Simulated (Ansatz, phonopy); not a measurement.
# Grüneisen parameters and expansion of Ca2Ir (hypothetical, Fm-3m), part 3 of 4

Wanted: mode Grüneisen parameters of Ca2Ir (hypothetical) and a free-energy fit over volumes. The crystal structure is hypothetical: it was made by swapping elements on a known structure type.

Ansatz 0.2.0; DFT PBE, scalar-relativistic, plane waves, PAW.

So far, highest frequency (cm⁻¹): step 5 (lattice dynamics at this volume, V/V0 1) 229.

## (8) Single point at a scaled cell, V/V0 0.985

Symmetry fixes every atom, so a single point at the scaled cell gives the energy and pressure of this member.

The cell differs from the one that the last finished run ended in (a 4.891 → 4.842 Å, b 4.891 → 4.842 Å, c 4.891 → 4.842 Å).

File input.yaml:

```yaml
crystal:
  lattice:
    - [0.0, 3.4238695946, 3.4238695946]
    - [3.4238695946, 0.0, 3.4238695946]
    - [3.4238695946, 3.4238695946, 0.0]
  atoms:
    - { symbol: Ca, position: [0.75, 0.75, 0.75] }
    - { symbol: Ca, position: [0.25, 0.25, 0.25] }
    - { symbol: Ir, position: [0.0, 0.0, 0.0] }
kpoints:
  mp_grid: { grid: [12, 12, 12] }
hamiltonian:
  xc: pbe
scf:
  occupations: { method: methfessel_paxton, width: 0.15 }
output:
  forces: true
  stress: true
  eigenvalues: true
```

Command:

```
$ ansatz run input.yaml --threads 4 --pin off --max-ram 8192MiB --backend cpu --events-out ev --progress --plain --runs-dir out
```

Numbers of over 12 decimals in the logs are rounded to 6 here.

The program printed:

```text
[...]
Crystal: 3 atoms, lattice volume = 80.275 Å³
Basis set: ecut = 420 eV, 1471 PW (Γ), exchange–correlation on 72×72×72 points (8 copies of the dense FFT grid, shifted against one another)
Bands: 23, of which v1, the nominal top of the filled ones, is band 19 counted from 1 (18 counted from 0)
Symmetry: 48 space group operations
[...]
k-points: 72 of 1728
[...]
--- Band table (eV; the first three rows and the last of 72) ---
  k-point 0: bands = [... 15 lower, 7.8157, 7.8157, 7.8157, 10.1836, 10.1836, 10.1836, 12.5627, 12.5627]
  k-point 1: bands = [... 15 lower, 7.7964, 7.8127, 7.8127, 10.0492, 10.2339, 10.2339, 12.5601, 12.5601]
  k-point 2: bands = [... 15 lower, 7.7477, 7.8055, 7.8055, 9.7036, 10.3756, 10.3756, 12.5607, 12.5607]
  k-point 71: bands = [... 15 lower, 7.3341, 7.8653, 7.9681, 9.7311, 9.7311, 10.8701, 12.1319, 12.2549]
[key lines of the parts left out:]
SCF converged after 9 iterations
Free energy (F): -15569.625922 eV
Fermi energy:    9.057284 eV
P = ⅓ Tr σ = 0.7365 GPa (7.365 kbar)
```

It took 3.3 s on 4 threads of Arm Neoverse N1, shared host; peak memory 0.43 GiB.

The run ends at a pressure of 0.74 GPa.

## (9) Phonons, V/V0 0.985

The same q-mesh and k-mesh are kept at every volume, so that much of their error can cancel in the differences.

input.yaml, the sections that differ from step 8:

```yaml
output:
  eigenvalues: true
phonons:
  method: dfpt
  qmesh: [2, 2, 2]
  temperatures: { t_max: 1000, t_step: 50 }
  qpath:
    path:
      - [[0.0, 0.0, 0.0], [0.5, 0.0, 0.5], [0.625, 0.25, 0.625]]
      - [[0.375, 0.375, 0.75], [0.0, 0.0, 0.0], [0.5, 0.5, 0.5], [0.5, 0.25, 0.75], [0.5, 0.0, 0.5]]
    npoints: 10
# crystal, kpoints, hamiltonian, scf: as in step 8
```

The program printed:

```text
[...]
Crystal: 3 atoms, lattice volume = 80.275 Å³
Basis set: ecut = 420 eV, 1471 PW (Γ), exchange–correlation on 72×72×72 points (8 copies of the dense FFT grid, shifted against one another)
Bands: 23, of which v1, the nominal top of the filled ones, is band 19 counted from 1 (18 counted from 0)
Symmetry: 48 space group operations
k-points: 72 of 1728
[...]
k-point 71: bands = [... 15 lower, 7.3341, 7.8653, 7.9681, 9.7311, 9.7311, 10.8701, 12.1319, 12.2549]
[...]
ASR residual: 4.252e-5 → 0.000e0 eV/Å²; symmetrization residual: 2.197e-6 eV/Å²
  ASR residual per site (eV/Å²): 4.39e-6 4.39e-6 4.25e-5
  Γ frequencies (cm⁻¹): 0.00 0.00 0.00 140.94 140.94 140.94 208.18 208.18 208.18
--- Phonons (arbitrary-q DFPT): 3 irreducible q on the 2×2×2 mesh ---
[...]
interpolated dispersion: 62 rows × 9 modes
[...]
[key lines of the parts left out:]
SCF converged after 10 iterations
Free energy (F): -15569.625922 eV
Fermi energy:    9.057287 eV
```

Run time: 3.6 min. Hardware: 4 threads; peak memory 2.1 GiB.

No mode is imaginary beyond numerical noise at the solved wavevectors. The highest zone-centre mode (no LO–TO term) moved by +1.4 % for a volume change of -1.5 %.

## (10) A cell at another volume, V/V0 1.03

Symmetry fixes every atom, so a single point at the scaled cell gives the energy and pressure of this member.

The cell differs from the one that the last finished run ended in (a 4.842 → 4.915 Å, b 4.842 → 4.915 Å, c 4.842 → 4.915 Å).

input.yaml, the sections that differ from step 9:

```yaml
crystal:
  lattice:
    - [0.0, 3.475235287, 3.475235287]
    - [3.475235287, 0.0, 3.475235287]
    - [3.475235287, 3.475235287, 0.0]
  atoms:
    - { symbol: Ca, position: [0.75, 0.75, 0.75] }
    - { symbol: Ca, position: [0.25, 0.25, 0.25] }
    - { symbol: Ir, position: [0.0, 0.0, 0.0] }
output:
  forces: true
  stress: true
  eigenvalues: true
# kpoints, hamiltonian, scf: as in step 9
# phonons: removed
```

The program printed:

```text
[...]
Crystal: 3 atoms, lattice volume = 83.943 Å³
Basis set: ecut = 420 eV, 1639 PW (Γ), exchange–correlation on 72×72×72 points (8 copies of the dense FFT grid, shifted against one another)
Bands: 23, of which v1, the nominal top of the filled ones, is band 19 counted from 1 (18 counted from 0)
Symmetry: 48 space group operations
[...]
k-points: 72 of 1728
[...]
P = ⅓ Tr σ = -1.3287 GPa (-13.287 kbar)
--- Band table (eV; the first three rows and the last of 72) ---
  k-point 0: bands = [... 15 lower, 7.3562, 7.3562, 7.3562, 9.6959, 9.6959, 9.6959, 11.9473, 11.9473]
  k-point 1: bands = [... 15 lower, 7.3389, 7.3544, 7.3544, 9.5585, 9.7424, 9.7424, 11.9453, 11.9453]
  k-point 2: bands = [... 15 lower, 7.2954, 7.3511, 7.3511, 9.2065, 9.8732, 9.8732, 11.9471, 11.9471]
  k-point 71: bands = [... 15 lower, 6.9042, 7.4279, 7.5348, 9.1569, 9.1569, 10.2791, 11.5315, 11.6870]
[key lines of the parts left out:]
SCF converged after 7 iterations
Free energy (F): -15569.618276 eV
Fermi energy:    8.527926 eV
```

Wall time 3.2 s (4 threads); peak memory 0.43 GiB; 12 s of CPU time.

The run ends at a pressure of -1.33 GPa.

## (11) Phonons, V/V0 1.03

Phonons at this volume give one point of F(V, T); meshes stay fixed along the series.

input.yaml, the sections that differ from step 10:

```yaml
output:
  eigenvalues: true
phonons:
  method: dfpt
  qmesh: [2, 2, 2]
  temperatures: { t_max: 1000, t_step: 50 }
  qpath:
    path:
      - [[0.0, 0.0, 0.0], [0.5, 0.0, 0.5], [0.625, 0.25, 0.625]]
      - [[0.375, 0.375, 0.75], [0.0, 0.0, 0.0], [0.5, 0.5, 0.5], [0.5, 0.25, 0.75], [0.5, 0.0, 0.5]]
    npoints: 10
# crystal, kpoints, hamiltonian, scf: as in step 10
```

The program printed:

```text
[...]
Crystal: 3 atoms, lattice volume = 83.943 Å³
Basis set: ecut = 420 eV, 1639 PW (Γ), exchange–correlation on 72×72×72 points (8 copies of the dense FFT grid, shifted against one another)
Bands: 23, of which v1, the nominal top of the filled ones, is band 19 counted from 1 (18 counted from 0)
Symmetry: 48 space group operations
k-points: 72 of 1728
[...]
k-point 71: bands = [... 15 lower, 6.9042, 7.4278, 7.5348, 9.1568, 9.1568, 10.2791, 11.5315, 11.6869]
[...]
ASR residual: 2.930e-5 → 0.000e0 eV/Å²; symmetrization residual: 2.353e-6 eV/Å²
  ASR residual per site (eV/Å²): 2.09e-5 2.09e-5 2.93e-5
  Γ frequencies (cm⁻¹): 0.00 0.00 0.00 129.63 129.63 129.63 199.59 199.59 199.59
--- Phonons (arbitrary-q DFPT): 3 irreducible q on the 2×2×2 mesh ---
[...]
interpolated dispersion: 62 rows × 9 modes
[...]
[key lines of the parts left out:]
SCF converged after 10 iterations
Free energy (F): -15569.618276 eV
Fermi energy:    8.527896 eV
```

Run time: 3.7 min. Hardware: 4 threads; peak memory 2.2 GiB; 14 min of CPU time.

No mode is imaginary beyond numerical noise at the solved wavevectors. The highest zone-centre mode (no LO–TO term) moved by -2.8 % for a volume change of +3.0 %.

## (12) A cell at another volume, V/V0 0.97

Symmetry fixes every atom, so a single point at the scaled cell gives the energy and pressure of this member.

The cell differs from the one that the last finished run ended in (a 4.915 → 4.817 Å, b 4.915 → 4.817 Å, c 4.915 → 4.817 Å).

input.yaml, the sections that differ from step 11:

```yaml
crystal:
  lattice:
    - [0.0, 3.4064005682, 3.4064005682]
    - [3.4064005682, 0.0, 3.4064005682]
    - [3.4064005682, 3.4064005682, 0.0]
  atoms:
    - { symbol: Ca, position: [0.75, 0.75, 0.75] }
    - { symbol: Ca, position: [0.25, 0.25, 0.25] }
    - { symbol: Ir, position: [0.0, 0.0, 0.0] }
output:
  forces: true
  stress: true
  eigenvalues: true
# kpoints, hamiltonian, scf: as in step 11
# phonons: removed
```

The program printed:

```text
[...]
Crystal: 3 atoms, lattice volume = 79.053 Å³
Basis set: ecut = 420 eV, 1471 PW (Γ), exchange–correlation on 72×72×72 points (8 copies of the dense FFT grid, shifted against one another)
Bands: 23, of which v1, the nominal top of the filled ones, is band 19 counted from 1 (18 counted from 0)
Symmetry: 48 space group operations
[...]
k-points: 72 of 1728
[...]
--- Band table (eV; the first three rows and the last of 72) ---
  k-point 0: bands = [... 15 lower, 7.9788, 7.9788, 7.9788, 10.3557, 10.3557, 10.3557, 12.7796, 12.7796]
  k-point 1: bands = [... 15 lower, 7.9586, 7.9752, 7.9752, 10.2223, 10.4073, 10.4073, 12.7768, 12.7768]
  k-point 2: bands = [... 15 lower, 7.9079, 7.9666, 7.9666, 9.8793, 10.5530, 10.5530, 12.7769, 12.7769]
  k-point 71: bands = [... 15 lower, 7.4860, 8.0198, 8.1211, 9.9351, 9.9351, 11.0790, 12.3448, 12.4544]
[key lines of the parts left out:]
SCF converged after 8 iterations
Free energy (F): -15569.617302 eV
Fermi energy:    9.244890 eV
P = ⅓ Tr σ = 1.5333 GPa (15.333 kbar)
```

It took 3.1 s on 4 threads; peak memory 0.42 GiB; 11 s of CPU time.

The run ends at a pressure of 1.53 GPa.

## (13) Phonons, V/V0 0.97

Phonons at this volume give one point of F(V, T); meshes stay fixed along the series.

input.yaml, the sections that differ from step 12:

```yaml
output:
  eigenvalues: true
phonons:
  method: dfpt
  qmesh: [2, 2, 2]
  temperatures: { t_max: 1000, t_step: 50 }
  qpath:
    path:
      - [[0.0, 0.0, 0.0], [0.5, 0.0, 0.5], [0.625, 0.25, 0.625]]
      - [[0.375, 0.375, 0.75], [0.0, 0.0, 0.0], [0.5, 0.5, 0.5], [0.5, 0.25, 0.75], [0.5, 0.0, 0.5]]
    npoints: 10
# crystal, kpoints, hamiltonian, scf: as in step 12
```

The program printed:

```text
[...]
Crystal: 3 atoms, lattice volume = 79.053 Å³
Basis set: ecut = 420 eV, 1471 PW (Γ), exchange–correlation on 72×72×72 points (8 copies of the dense FFT grid, shifted against one another)
Bands: 23, of which v1, the nominal top of the filled ones, is band 19 counted from 1 (18 counted from 0)
Symmetry: 48 space group operations
k-points: 72 of 1728
[...]
k-point 71: bands = [... 15 lower, 7.4860, 8.0199, 8.1212, 9.9351, 9.9351, 11.0791, 12.3448, 12.4544]
[...]
ASR residual: 1.528e-4 → 0.000e0 eV/Å²; symmetrization residual: 2.289e-6 eV/Å²
  ASR residual per site (eV/Å²): 3.59e-5 3.59e-5 1.53e-4
  Γ frequencies (cm⁻¹): 0.00 0.00 0.00 144.84 144.84 144.84 211.10 211.10 211.10
--- Phonons (arbitrary-q DFPT): 3 irreducible q on the 2×2×2 mesh ---
[...]
interpolated dispersion: 62 rows × 9 modes
[...]
[key lines of the parts left out:]
SCF converged after 10 iterations
Free energy (F): -15569.617302 eV
Fermi energy:    9.244905 eV
```

The job ended after 3.6 min (4 threads; peak memory 2.1 GiB; 14 min of CPU time).

No LO-TO term. Phonon branches along the path, in cm⁻¹:

| point | branch 1 | branch 2 | branch 3 | branch 4 | branch 5 | branch 6 | branch 7 | branch 8 | branch 9 |
| --- | --- | --- | --- | --- | --- | --- | --- | --- | --- |
| Γ | 0 | 0 | 0 | 145 | 145 | 145 | 211 | 211 | 211 |
| halfway | 40 | 40 | 80 | 128 | 128 | 158 | 193 | 208 | 208 |
| X | 71 | 73 | 73 | 98 | 98 | 99 | 204 | 204 | 238 |
| halfway | 72 | 74 | 76 | 93 | 104 | 108 | 202 | 203 | 236 |
| U | 70 | 76 | 82 | 91 | 118 | 123 | 197 | 199 | 230 |
| jump to K | 70 | 76 | 82 | 91 | 118 | 123 | 197 | 199 | 230 |
| halfway | 43 | 53 | 80 | 126 | 163 | 168 | 179 | 182 | 212 |
| Γ | 0 | 0 | 0 | 145 | 145 | 145 | 211 | 211 | 211 |
| halfway | 43 | 43 | 71 | 146 | 152 | 152 | 197 | 197 | 198 |
| L | 57 | 57 | 96 | 156 | 167 | 167 | 176 | 176 | 180 |
| halfway | 64 | 68 | 92 | 115 | 124 | 162 | 170 | 208 | 209 |
| W | 74 | 84 | 85 | 85 | 89 | 162 | 162 | 221 | 222 |
| halfway | 73 | 76 | 77 | 92 | 95 | 123 | 193 | 209 | 233 |
| X | 71 | 73 | 73 | 98 | 98 | 99 | 204 | 204 | 238 |

The phonon branches as a text plot (rows in cm⁻¹):

```
    233 |         *********                                 *****
    223 |        *         **                            ***
    213 |******              *************            ***   **
    203 |  *   ************       ***     ***        **       ***
    193 |   *  *          ***    *          ***    **         *
    183 |                   *** *             ******        **
    173 |    **                *                *******    *
    163 |   *                  ***             ************
    154 |  *   *             **  ****      *********       *
    144 |***                *       **********     **
    134 |   *** *          *     ***                **      **
    124 |      **        **     *                    **
    114 |        *      ***  ***                      **      *
    104 |         *** ***   *                          **      **
     94 |        ***********                   ******************
     84 |      **        ********            **         *****
     74 |    **     ********     *          *          **********
     64 |         **       ****            *        *****
     54 |   *    *             ** **          ******
     45 |  *   **               **        * **
     35 |    **                  ****    * *
     25 | * *                     ****    *
     15 |  *                        **  **
      5 |**                          ***
         Γ           X  U|K            Γ         L        W     X
```

No mode is imaginary beyond numerical noise at the solved wavevectors. The highest zone-centre mode (no LO–TO term) moved by +2.8 % for a volume change of -3.0 %.

## (14) A cell at another volume, V/V0 1.05

Symmetry fixes every atom, so a single point at the scaled cell gives the energy and pressure of this member.

The cell differs from the one that the last finished run ended in (a 4.817 → 4.946 Å, b 4.817 → 4.946 Å, c 4.817 → 4.946 Å).

input.yaml, the sections that differ from step 13:

```yaml
crystal:
  lattice:
    - [0.0, 3.4975846812, 3.4975846812]
    - [3.4975846812, 0.0, 3.4975846812]
    - [3.4975846812, 3.4975846812, 0.0]
  atoms:
    - { symbol: Ca, position: [0.75, 0.75, 0.75] }
    - { symbol: Ca, position: [0.25, 0.25, 0.25] }
    - { symbol: Ir, position: [0.0, 0.0, 0.0] }
output:
  forces: true
  stress: true
  eigenvalues: true
# kpoints, hamiltonian, scf: as in step 13
# phonons: removed
```

The program printed:

```text
[...]
Crystal: 3 atoms, lattice volume = 85.573 Å³
Basis set: ecut = 420 eV, 1687 PW (Γ), exchange–correlation on 72×72×72 points (8 copies of the dense FFT grid, shifted against one another)
Bands: 23, of which v1, the nominal top of the filled ones, is band 19 counted from 1 (18 counted from 0)
Symmetry: 48 space group operations
[...]
k-points: 72 of 1728
[...]
P = ⅓ Tr σ = -2.1095 GPa (-21.095 kbar)
--- Band table (eV; the first three rows and the last of 72) ---
  k-point 0: bands = [... 15 lower, 7.1650, 7.1650, 7.1650, 9.4917, 9.4917, 9.4917, 11.6895, 11.6895]
  k-point 1: bands = [... 15 lower, 7.1485, 7.1637, 7.1637, 9.3532, 9.5366, 9.5366, 11.6876, 11.6876]
  k-point 2: bands = [... 15 lower, 7.1069, 7.1620, 7.1620, 8.9989, 9.6630, 9.6630, 11.6900, 11.6900]
  k-point 71: bands = [... 15 lower, 6.7246, 7.2451, 7.3537, 8.9183, 8.9183, 10.0325, 11.2816, 11.4481]
[key lines of the parts left out:]
SCF converged after 7 iterations
Free energy (F): -15569.600723 eV
Fermi energy:    8.307534 eV
```

The job ended after 3.3 s (4 threads; peak memory 0.43 GiB; 12 s of CPU time).

The run ends at a pressure of -2.11 GPa.

## (15) Lattice dynamics at this volume, V/V0 1.05

Phonons at this volume give one point of F(V, T); meshes stay fixed along the series.

input.yaml, the sections that differ from step 14:

```yaml
output:
  eigenvalues: true
phonons:
  method: dfpt
  qmesh: [2, 2, 2]
  temperatures: { t_max: 1000, t_step: 50 }
  qpath:
    path:
      - [[0.0, 0.0, 0.0], [0.5, 0.0, 0.5], [0.625, 0.25, 0.625]]
      - [[0.375, 0.375, 0.75], [0.0, 0.0, 0.0], [0.5, 0.5, 0.5], [0.5, 0.25, 0.75], [0.5, 0.0, 0.5]]
    npoints: 10
# crystal, kpoints, hamiltonian, scf: as in step 14
```

The program printed:

```text
[...]
Crystal: 3 atoms, lattice volume = 85.573 Å³
Basis set: ecut = 420 eV, 1687 PW (Γ), exchange–correlation on 72×72×72 points (8 copies of the dense FFT grid, shifted against one another)
Bands: 23, of which v1, the nominal top of the filled ones, is band 19 counted from 1 (18 counted from 0)
Symmetry: 48 space group operations
k-points: 72 of 1728
[...]
k-point 71: bands = [... 15 lower, 6.7246, 7.2450, 7.3537, 8.9183, 8.9183, 10.0325, 11.2815, 11.4481]
[...]
ASR residual: 3.963e-5 → 0.000e0 eV/Å²; symmetrization residual: 2.920e-6 eV/Å²
  ASR residual per site (eV/Å²): 3.74e-5 3.74e-5 3.96e-5
  Γ frequencies (cm⁻¹): 0.00 0.00 0.00 124.79 124.79 124.79 195.85 195.85 195.85
--- Phonons (arbitrary-q DFPT): 3 irreducible q on the 2×2×2 mesh ---
[...]
interpolated dispersion: 62 rows × 9 modes
[...]
[key lines of the parts left out:]
SCF converged after 10 iterations
Free energy (F): -15569.600723 eV
Fermi energy:    8.307512 eV
```

Run time: 3.7 min. Hardware: 4 threads; peak memory 2.2 GiB; 15 min of CPU time.

No mode is imaginary beyond numerical noise at the solved wavevectors. The highest zone-centre mode (no LO–TO term) moved by -4.6 % for a volume change of +5.0 %.

## (16) Mode Grüneisen parameters

This step: DFT PBE, scalar-relativistic, plane waves, PAW (phonopy 4.10.0).

This step gave:

```yaml
share_of_modes_with_a_negative_grueneisen_parameter: 0
```

Mean Grüneisen, by row:

| T (K) | heat-capacity-weighted mean | root mean square |
| --- | --- | --- |
| 50 | 1.235 | 1.331 |
| 100 | 1.32 | 1.394 |
| 200 | 1.338 | 1.404 |
| 300 | 1.341 | 1.406 |
| 500 | 1.343 | 1.406 |
| 800 | 1.343 | 1.407 |

Table of mean mode Grueneisen parameter by wavenumber:

| wavenumber (cm⁻¹) | mean mode Grueneisen parameter |
| --- | --- |
| 3.8 | - |
| 11.4 | 1.09 |
| 19.0 | 0.642 |
| 26.6 | 0.926 |
| 34.2 | 0.726 |
| 41.8 | 0.798 |
| 49.5 | 0.736 |
| 57.1 | 0.683 |
| 64.7 | 0.892 |
| 72.3 | 1.29 |
| 79.9 | 1.43 |
| 87.5 | 1.23 |
| 95.1 | 1.6 |
| 102.7 | 1.93 |
| 110.3 | 1.89 |
| 117.9 | 1.88 |
| 125.5 | 1.74 |
| 133.2 | 1.77 |
| 140.8 | 1.68 |
| 148.4 | 1.6 |
| 156.0 | 1.62 |
| 163.6 | 1.46 |
| 171.2 | 1.42 |
| 178.8 | 1.35 |
| 186.4 | 1.34 |
| 194.0 | 1.31 |
| 201.6 | 1.26 |
| 209.2 | 1.32 |
| 216.8 | 1.28 |
| 224.5 | 1.24 |

[end of part 3 of 4]

[Logs are printed without paths, hosts, clocks, repeated set-up lines and the standing remarks that a program may print on its own settings, such as how far it seeks lower states.]

[Hosts, paths, dates, database ids (printed as entryN), source tags and the programs' standing remarks are cut or masked in the printed files.]

[A step with changed settings may run another functional than the one named; its input shows which.]


